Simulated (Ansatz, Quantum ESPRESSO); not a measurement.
# Conductance against width: a Al chain with one bond drawn out, part 3 of 5

Aim: how the conductance falls as the barrier grows, for a Al chain with one bond drawn out.

Quantum ESPRESSO 7.5; plane-wave DFT, LDA, GBRV ultrasoft pseudopotentials; cross-check by Ansatz 0.2.0 with PAW datasets.

So far. Step 2 (SCF with pw.x, 0.5 Å): The run needed 43 iterations to bring the estimated error under 1e-07 Ry; the largest force on any atom, held or free, is 1.63 eV/Å.

## (4) The same in Ansatz, 0.5 Å

As a check, the same structure is run in Ansatz.

Level of this step: plane-wave DFT, LDA, Ansatz PAW (Ansatz 0.2.0).

input.yaml reads:

```yaml
crystal:
  lattice:
    - [7.5, 0.0, 0.0]
    - [0.0, 7.5, 0.0]
    - [0.0, 0.0, 29.3]
  atoms:
    - { symbol: Al, position: [0.5, 0.5, 0.0] }
    - { symbol: Al, position: [0.5, 0.5, 0.0819112628] }
    - { symbol: Al, position: [0.5, 0.5, 0.1638225256] }
    - { symbol: Al, position: [0.5, 0.5, 0.2457337884] }
    - { symbol: Al, position: [0.5, 0.5, 0.3276450512] }
    - { symbol: Al, position: [0.5, 0.5, 0.409556314] }
    - { symbol: Al, position: [0.5, 0.5, 0.5085324232] }
    - { symbol: Al, position: [0.5, 0.5, 0.590443686] }
    - { symbol: Al, position: [0.5, 0.5, 0.6723549488] }
    - { symbol: Al, position: [0.5, 0.5, 0.7542662116] }
    - { symbol: Al, position: [0.5, 0.5, 0.8361774744] }
    - { symbol: Al, position: [0.5, 0.5, 0.9180887372] }
kpoints:
  mp_grid: { grid: [1, 1, 4] }
hamiltonian:
  xc: lda
scf:
  occupations: { method: fermi_dirac, width: 0.1 }
  convergence: { dr2_threshold: 1.0e-08 }
output:
  transmission:
    leads: [[0, 1]]
    e_range: [-2.0, 2.0]
    de: 0.05
    kmesh: [1, 1]
    reduced_basis: true
  write_potential: true
  write_density: true
  volumetric_format: npy
  elf: true
```

Run with:

```bash
> ansatz run input.yaml --threads 4 --pin off --max-ram 8192MiB --backend cpu --events-out ev --progress --plain --runs-dir out
```

Output:

```text
Engine: ansatz 0.2.0, aarch64-unknown-linux-gnu
Pseudopotentials: kind: paw
Pseudopotential: Al, paw, valence charge 3, recommended cutoff 420 eV (normal), Al.paw.azcp
Functional definition: SPW92
  exchange = slater_x
  correlation = pw_c
Crystal: 12 atoms, lattice volume = 1648.125 Å³
Basis set: ecut = 420 eV, 32265 PW (Γ)
Bands: 30, of which v1, the nominal top of the filled ones, is band 18 counted from 1 (17 counted from 0)
Symmetry: 16 space group operations
Space group: P4/mmm (ITA 123), of the structure as read, at distance tolerance 1.2e-4 Å
k-points: 3 of 4
Non-local potential: Al, projectors of the file, l = 0: 2, l = 1: 2, l = 2: 1
PAW form: soft (Blöchl's): semilocal exchange-correlation on the pseudo side does not see the compensation charge
PAW frozen core: Al, regenerated for the run's functional, and the local potential with it (the file was generated under x = pbe(κ = 0.804, μ = 0.219515), c = pbe(β = 0.066725))
PAW one-centre angular grid: Al, 110 points (default); XC on 64 Gauss nodes
Initial density: superposition of atomic densities (neutral atoms: chi_scale 0, normalization atom), corrected by the library's trained network
Initial wavefunctions: pseudopotential atomic-orbital guess
Functional: x = slater, c = lda
SCF iter   1: F=—  HF=-6128.067060 eV  |F-HF|=—  |Δ(HF+E_count)|=         —  Δρ=2.39e-3  dr2=1.57e0  ethr=1.77e-3  ⟨swp⟩=7.7  Hψ=517  notcnv=0
preconditioner: auto → LDOS  [metal: Δε(μ)=0.108 eV  Ē_g=4.028 eV  σ=0.100 eV  W_gap=0.26  n_scr=84 (ndim 8)  ℏωp=5.5 eV  f_vac=0.470  D(μ)=16.89/eV (n_scr^D=84)  β→1.0]
SCF iter   2: F=—  HF=-6128.028250 eV  |F-HF|=—  |Δ(HF+E_count)|=   3.88e-2  Δρ=9.94e-4  dr2=2.04e-1  ethr=1.77e-3  ⟨swp⟩=1.0  Hψ=114  notcnv=0
SCF iter   3: F=—  HF=-6128.020036 eV  |F-HF|=—  |Δ(HF+E_count)|=   8.21e-3  Δρ=2.22e-4  dr2=6.69e-3  ethr=5.68e-4  ⟨swp⟩=1.3  Hψ=91  notcnv=0
SCF iter   4: F=—  HF=-6128.019687 eV  |F-HF|=—  |Δ(HF+E_count)|=   3.49e-4  Δρ=6.57e-5  dr2=3.73e-4  ethr=1.86e-5  ⟨swp⟩=1.3  Hψ=91  notcnv=0
SCF iter   5: F=—  HF=-6128.019656 eV  |F-HF|=—  |Δ(HF+E_count)|=   3.09e-5  Δρ=2.02e-5  dr2=2.55e-5  ethr=1.04e-6  ⟨swp⟩=2.3  Hψ=141  notcnv=0
SCF iter   6: F=—  HF=-6128.019654 eV  |F-HF|=—  |Δ(HF+E_count)|=   1.91e-6  Δρ=8.79e-6  dr2=7.53e-6  ethr=7.09e-8  ⟨swp⟩=3.0  Hψ=173  notcnv=0
SCF iter   7: F=—  HF=-6128.019551 eV  |F-HF|=—  |Δ(HF+E_count)|=   1.04e-4  Δρ=2.45e-6  dr2=3.29e-7  ethr=2.09e-8  ⟨swp⟩=1.0  Hψ=90  notcnv=0
SCF iter   8: F=—  HF=-6128.019551 eV  |F-HF|=—  |Δ(HF+E_count)|=   1.25e-8  Δρ=9.17e-7  dr2=7.13e-8  ethr=9.13e-10  ⟨swp⟩=2.7  Hψ=153  notcnv=0
SCF iter   9: F=-6128.019551 eV  HF=-6128.019551 eV  |F-HF|=1.37e-9  |Δ(HF+E_count)|=   5.39e-9  Δρ=1.89e-7  dr2=2.44e-9  ethr=2.78e-11  ⟨swp⟩=4.0  Hψ=312  notcnv=0
SCF 1 converged in 9 iterations: F = -6128.019551 eV  dr2 = 2.44e-9
  greatest PAW one-centre occupation: 0.501 electrons in one spin orbital (limit 2), on the Al atom at site 6 (counted from 0), in its partial waves of l = 0
transmission: 37 of 222 steps passed
transmission: 74 of 222 steps passed
[...]
transmission: 222 of 222 steps passed
WARN: The output density's exchange-correlation potential varies sharply where the density is thin. Do not read a vacuum level from v_tot or v_xc, or from such a field of the output density. On a cell that repeats whose density bears no net charge and no dipole along the vacuum's axis use v_es (v_loc + v_h of the components); under efield.dipole_correction with no amplitude use v_es + v_field, which holds any externa [...]
SCF converged after 9 iterations
Free energy (F): -6128.019551 eV
Harris-Foulkes:  -6128.019551 eV  (|F-HF|=1.37e-9)
Internal energy: -6127.432156 eV  (E = F + TS)
E sigma→0 (E₀):  -6127.725853 eV
Entropy (-TS):   -0.587394 eV (-48.950 meV/atom)
Fermi energy:    -2.625474 eV
--- Per-component energies (eV) ---
  E_band       = -204.706298
  E_kinetic    = 230.054354
  E_local      = -885.383626  (includes V_loc(G=0)·N_el)
  E_nonlocal   = 141.278235
  E_hartree    = 329.356093
  E_xc         = -433.233082
  E_vxc        = -300.828704  (∫ρ·V_xc dr)
  E_paw        = -5319.611272  (= ΣΔE_a)
  E_vpaw       = -48.538551  (= ΣTr[D̂ρ^β])
  E_aug_tail   = -0.000045  (compensation charges beyond the density's cutoff)
  E_ewald      = -190.561413
  E_core_change = 0.668598  (= ΣΔE_core)
  E_smearing   = -0.587394  (= −TS)
  E_closure    = -0.000000  (closes the sum)
  Σ components = -6128.019551   (vs F -6128.019551, Δ=0.00e0)
--- Band table (eV) ---
  k-point 0: bands = [... 14 lower, -2.8764, -2.8764, -2.8274, -2.8274, -2.4093, -2.4093, -2.3202, -2.3202, ... 8 higher]
  k-point 1: bands = [... 14 lower, -2.9239, -2.9239, -2.7598, -2.7598, -2.5187, -2.5187, -2.1933, -2.1933, ... 8 higher]
  k-point 2: bands = [... 14 lower, -2.9585, -2.9585, -2.6765, -2.6765, -2.6211, -2.6211, -2.0610, -2.0610, ... 8 higher]
--- Transmission ---
  basis      : 497 plane waves across, 37 finite elements along
  points     : 1, standing for a mesh of 1 x 1
  energies   : 81 from -2.000000 to 2.000000 eV about the Fermi level, 0.050000 eV apart; the leads are filled to 0.000000 eV, and channels, transmission and decay are at 0.000000 eV
  crystal 0  : Al1, at the sites [0, 1], period 2.4000 Å, over 28.80 Å; its Hamiltonian steps by up to 5.7 meV
    offset         : up to 0.0000 Å between an atom of the period and one for which it stands
    channels       : 2.000000e0 a spin
    conductance    : none, the energies end too early or step too widely for 300 K: set another output.transmission.e_range or a lower de, or, where they end at an eighth of basis.ecutwfc, a higher one
  junction   : crystal 0 to crystal 0, -0.50 to 26.40 Å
    transmission   : 1.750555e0 a spin
    error estimate : 6.287123e-5 a spin from the reduction of the transverse basis, at the most 2.895289e-4 at -0.400000 eV
    conductance    : none, the energies end too early or step too widely for 300 K: set another output.transmission.e_range or a lower de, or, where they end at an eighth of basis.ecutwfc, a higher one
```

Elapsed: 21 s, on 4 threads of Arm Neoverse V2, shared host; peak memory 1.4 GiB.

Numbers from this step:

| Quantity | Value |
| --- | --- |
| free energy | -6128.0196 eV |
| energy at zero smearing | -6127.7259 eV |
| smearing term TS | 0.5874 eV |
| Fermi energy | -2.625 eV |
| symmetry operations | 16 |
| transmission at the Fermi level, one spin | 1.751 |
| step of the lead's Hamiltonian over a period | 5.7 meV |

Per spin. Transmission against energy, zero at the Fermi level:

```tsv
energy (eV)	transmission
-2.00	0.944
-1.90	0.954
-1.80	0.964
-1.70	0.974
-1.55	0.989
-1.45	0.998
-1.35	0.997
-1.25	0
-1.15	0
-1.05	0
-0.90	0
-0.80	0
-0.70	0
-0.60	0
-0.50	0
-0.40	0.510
-0.25	1.54
-0.15	1.70
-0.05	1.75
0.00	1.75
0.05	1.74
0.15	1.70
0.25	1.66
0.40	1.60
0.50	1.57
0.60	1.55
0.70	1.55
0.80	1.63
0.90	1.84
1.05	2.03
1.15	2.11
1.25	2.17
1.35	2.23
1.45	2.27
1.55	2.31
1.70	2.35
1.80	2.38
1.90	2.40
2.00	2.42
```

Per spin. The open channels by energy, zero at the Fermi level:

energy (eV), open channels and a bar:
```
    -2.00       1.00 ##########
    -1.85       1.00 ##########
    -1.70       1.00 ##########
    -1.60       1.00 ##########
    -1.45       1.00 ##########
    -1.30       1.00 ##########
    -1.15       0.00 
    -1.05       0.00 
    -0.90       0.00 
    -0.75       0.00 
    -0.60       0.00 
    -0.50       0.00 
    -0.35       2.00 ####################
    -0.20       2.00 ####################
    -0.05       2.00 ####################
     0.00       2.00 ####################
     0.05       2.00 ####################
     0.20       2.00 ####################
     0.35       2.00 ####################
     0.50       2.00 ####################
     0.60       2.00 ####################
     0.75       2.00 ####################
     0.90       3.00 ##############################
     1.05       3.00 ##############################
     1.15       3.00 ##############################
     1.30       3.00 ##############################
     1.45       3.00 ##############################
     1.60       3.00 ##############################
     1.70       3.00 ##############################
     1.85       3.00 ##############################
     2.00       3.00 ##############################
```

ELF in the ca plane at fractional y = 0.500, with atoms of Al within 0.2 Å of it. It is the smooth field of the valence electrons, not physical close to the nuclei.

Ten even steps from '0' (0.00) to '9' (0.94), each cell a mean:
```
00000000000000000000000000000000000000000000
00000000000000000000000000000000000000000000
11101111111111111111111111111111111111111111
22222222322233332222232222233222223222223322
33334444444445544444444444444444444444444444
55556666666666666556666555666655666665566665
77777778877678887667888767788766788876778877
88886689986568998557998756899855799975689986
99962269983128996115998312899711499941279972
99934539971617994342998152699535289825259952
99942249971217995123998221799612399822169961
99974479985358997337999624899843699963489984
88887788887678888667888767888866788876788887
66666677776667777666777666777766677766677776
44445555555555655445555545555544555554455554
22223333333334433333333333333333333333333333
11111112222222221111221111122111122211112211
00000000000000000000000000000000000000000000
00000000000000000000000000000000000000000000
00000000000000000000000000000000000000000000
```
Columns run along c (16.0 Å, from fractional 0.45 to 1.00 of the cell), rows up along a (7.5 Å). Atoms in or near the plane, at fractional coordinates: Al at (0.51, 0.50), Al at (0.59, 0.50), Al at (0.67, 0.50), Al at (0.75, 0.50), Al at (0.84, 0.50), Al at (0.92, 0.50).

Electrostatic potential energy in the ca plane at fractional y = 0.500, with atoms of Al within 0.2 Å of it. With pseudopotentials it is smooth inside the atoms' cores, unlike the true potential.

Ten even steps from '0' (-21 eV) to '9' (2 eV), each cell a mean:
```
99999999999999999999999999999999999999999999
99999999999999999999999999999999999999999999
99999999999999999999999999999999999999999999
99999999999999999999999999999999999999999999
99999999999999999999999999999999999999999999
99998899999899999889999988999988999998899998
99876678887678887767888767888876788876788887
88741147763125774214776312577521367631257752
77400104620102650010463010155101036301015510
77305502402630430450251263043046125116404404
77303303511410540330351042054024025204204402
88620016740004762001574100366300157510036630
89864468875457886546887545788654678764578875
99988889998889998888999888899888899988889988
99999999999999999999999999999999999999999999
99999999999999999999999999999999999999999999
99999999999999999999999999999999999999999999
99999999999999999999999999999999999999999999
99999999999999999999999999999999999999999999
99999999999999999999999999999999999999999999
```
Columns run along c (16.0 Å, from fractional 0.45 to 1.00 of the cell; values clipped at the 3rd and 97th percentile), rows up along a (7.5 Å). Atoms in or near the plane, at fractional coordinates: Al at (0.51, 0.50), Al at (0.59, 0.50), Al at (0.67, 0.50), Al at (0.75, 0.50), Al at (0.84, 0.50), Al at (0.92, 0.50).

Ansatz finds T = 1.75 against pwcond's 1.83.

## (5) Ground state, 1.2 Å

Level of this step: plane-wave DFT, LDA, GBRV ultrasoft pseudopotentials (Quantum ESPRESSO 7.5).

j1.scf.in reads:

```
&control
  prefix = 'j1.scf'
  outdir = './out'
  pseudo_dir = './pseudo'
  calculation = 'scf'
  tprnfor = .true.
/
&system
  ibrav = 0
  nat = 12
  ntyp = 1
  ecutwfc = 34
  ecutrho = 170
  occupations = 'smearing'
  smearing = 'mv'
  degauss = 0.01
/
&electrons
  conv_thr = 1e-07
  mixing_beta = 0.25
  electron_maxstep = 120
  mixing_mode = 'local-TF'
/
ATOMIC_SPECIES
  Al  26.9815  al_lda_v1.uspp.F.UPF
CELL_PARAMETERS angstrom
  7.50000000000000 0.00000000000000 0.00000000000000
  0.00000000000000 7.50000000000000 0.00000000000000
  0.00000000000000 0.00000000000000 30.00000000000000
ATOMIC_POSITIONS crystal
  Al  0.500000000000 0.500000000000 0.000000000000
  Al  0.500000000000 0.500000000000 0.080000000000
  Al  0.500000000000 0.500000000000 0.160000000000
  Al  0.500000000000 0.500000000000 0.240000000000
  Al  0.500000000000 0.500000000000 0.320000000000
  Al  0.500000000000 0.500000000000 0.400000000000
  Al  0.500000000000 0.500000000000 0.520000000000
  Al  0.500000000000 0.500000000000 0.600000000000
  Al  0.500000000000 0.500000000000 0.680000000000
  Al  0.500000000000 0.500000000000 0.760000000000
  Al  0.500000000000 0.500000000000 0.840000000000
  Al  0.500000000000 0.500000000000 0.920000000000
K_POINTS automatic
  1 1 3 0 0 0
```

Run with:

```bash
> OMP_NUM_THREADS=1 mpirun -n 4 pw.x -nk 1 -in j1.scf.in > j1.scf.out
```

Output:

```text
[banner, memory and clock lines left out]
Program PWSCF v.7.5 starts
[...]
number of electrons       =        36.00
     number of Kohn-Sham states=           22
     kinetic-energy cutoff     =      34.0000  Ry
     charge density cutoff     =     170.0000  Ry
[...]
number of k points=     2  Marzari-Vanderbilt smearing, width (Ry)=  0.0100
[...]
Dense  grid:   425887 G-vectors     FFT dimensions: (  60,  60, 240)
[...]
Starting wfcs are   48 randomized atomic wfcs
     estimated scf accuracy    <       0.87098845 Ry
     estimated scf accuracy    <       0.54460298 Ry
     estimated scf accuracy    <       0.12161786 Ry
     estimated scf accuracy    <       0.14310381 Ry
     estimated scf accuracy    <       0.21156056 Ry
     estimated scf accuracy    <       0.27160312 Ry
     estimated scf accuracy    <       0.05672929 Ry
     estimated scf accuracy    <       0.02437355 Ry
     estimated scf accuracy    <       0.02753617 Ry
     estimated scf accuracy    <       0.05333642 Ry
     estimated scf accuracy    <       0.02111666 Ry
     estimated scf accuracy    <       0.00623983 Ry
     estimated scf accuracy    <       0.00295566 Ry
     estimated scf accuracy    <       0.00081636 Ry
     estimated scf accuracy    <       0.00063410 Ry
     estimated scf accuracy    <       0.00058340 Ry
     estimated scf accuracy    <       0.00019279 Ry
     estimated scf accuracy    <       0.00000773 Ry
     estimated scf accuracy    <       0.00000531 Ry
     estimated scf accuracy    <       0.00000686 Ry
     estimated scf accuracy    <       0.00000581 Ry
     estimated scf accuracy    <       0.00000274 Ry
     estimated scf accuracy    <       0.00000064 Ry
     estimated scf accuracy    <       0.00000179 Ry
     estimated scf accuracy    <       0.00000156 Ry
[...]
the Fermi energy is    -2.6856 ev
!    total energy              =     -77.69105090 Ry
     estimated scf accuracy    <       0.00000003 Ry
     smearing contrib. (-TS)   =       0.00044199 Ry
     internal energy E=F+TS    =     -77.69149289 Ry
[...]
one-electron contribution =     -40.56495590 Ry
     hartree contribution      =      24.57209300 Ry
     xc contribution           =     -47.88357376 Ry
     ewald contribution        =     -13.81505623 Ry
     convergence has been achieved in  26 iterations
[...]
Total force =     0.090589     Total SCF correction =     0.000083
[...]
```

Wall time 35 s (4 MPI ranks); peak memory 0.98 GiB.

Read from the output:

* free energy: -1057.0406 eV
* Fermi energy: -2.686 eV

## (6) The open system, 1.2 Å

j1.cond.in reads:

```
&inputcond
  outdir = './out'
  prefixt = 'j1.scf'
  tran_file = 'j1.cond.dat'
  bdl = 0.6400000000
  bds = 4.0000000000
  ikind = 1
  ewind = 4.0
  epsproj = 1e-05
  nz1 = 7
  energy0 = 2.0
  denergy = -0.1
/
1
  0.00000000 0.00000000 1.00000000
41
```

Run with:

```bash
> OMP_NUM_THREADS=1 mpirun -n 4 pwcond.x -in j1.cond.in > j1.cond.out
```

Output:

```text
[banner, memory and clock lines left out]
Program PWCOND v.7.5 starts

     ./out/j1.scf.save/

[...]
negative rho (up, down):  2.523E-05 0.000E+00
     Reading collected, re-writing distributed wavefunctions

===== INPUT FILE containing all the regions =====

     GEOMETRY:

     lattice parameter (alat)  =      14.1729  a.u.
     the volume                =   11387.8145 (a.u.)^3
     the cross section         =     200.8724 (a.u.)^2
     l of the unit cell        =       4.0000 (alat)
     number of atoms/cell      =           12
[...]
T_tot    -0.30000      0.14406E+00
   T_tot    -0.40000      0.00000E+00
   T_tot    -0.50000      0.00000E+00
   T_tot    -0.60000      0.00000E+00
   T_tot    -0.70000      0.00000E+00
   T_tot    -0.80000      0.00000E+00
   T_tot    -0.90000      0.00000E+00
   T_tot    -1.00000      0.00000E+00
   T_tot    -1.10000      0.00000E+00
   T_tot    -1.20000      0.00000E+00
   T_tot    -1.30000      0.28228E+00
   T_tot    -1.40000      0.67759E+00
   T_tot    -1.50000      0.80590E+00
   T_tot    -1.60000      0.85180E+00
   T_tot    -1.70000      0.86176E+00
   T_tot    -1.80000      0.85337E+00
   T_tot    -1.90000      0.83500E+00
   T_tot    -2.00000      0.81123E+00
```

Elapsed: 82 s, on 4 MPI ranks; peak memory 0.38 GiB.

Numbers from this step:

* transmission at the Fermi level, one spin: 0.8043
* conductance: 0.8043 G₀

Per spin. The transmission by energy, zero at the Fermi level:

energy (eV), transmission and a bar:
```
    -2.00       0.41 ###########
    -1.80       0.43 ###########
    -1.60       0.43 ###########
    -1.40       0.34 #########
    -1.20       0.00 
    -1.00       0.00 
    -0.90       0.00 
    -0.70       0.00 
    -0.50       0.00 
    -0.30       0.07 ##
    -0.10       0.68 ##################
     0.00       0.80 #####################
     0.10       0.69 ##################
     0.30       0.47 ############
     0.50       0.42 ###########
     0.70       0.45 ############
     0.90       0.53 ##############
     1.00       0.59 ################
     1.20       0.71 ###################
     1.40       0.82 ######################
     1.60       0.94 #########################
     1.80       1.04 ############################
     2.00       1.14 ##############################
```

T goes from 1.83 to 0.804, a factor of 2.3.

(Part 3 of 5 ends here.)

[Long decimals in the printed logs are rounded to 6 places.]

[Repeated lines of the later SCF iterations (solver, time, negative density, dipole) and banner, clock, host and MPI lines are left out of these logs without a mark at each place.]

[Logs are printed without paths, hosts, clocks, repeated set-up lines and the standing remarks that a program may print on its own settings, such as how far it seeks lower states.]

[Hosts, paths, dates, database ids (printed as entryN), source tags and the programs' standing remarks are cut or masked in the printed files.]

[Maps of the electrostatic potential energy from Ansatz leave out the sawtooth potential of an applied field or a dipole correction, so their vacuum need not be flat; planar profiles and work functions include it.]
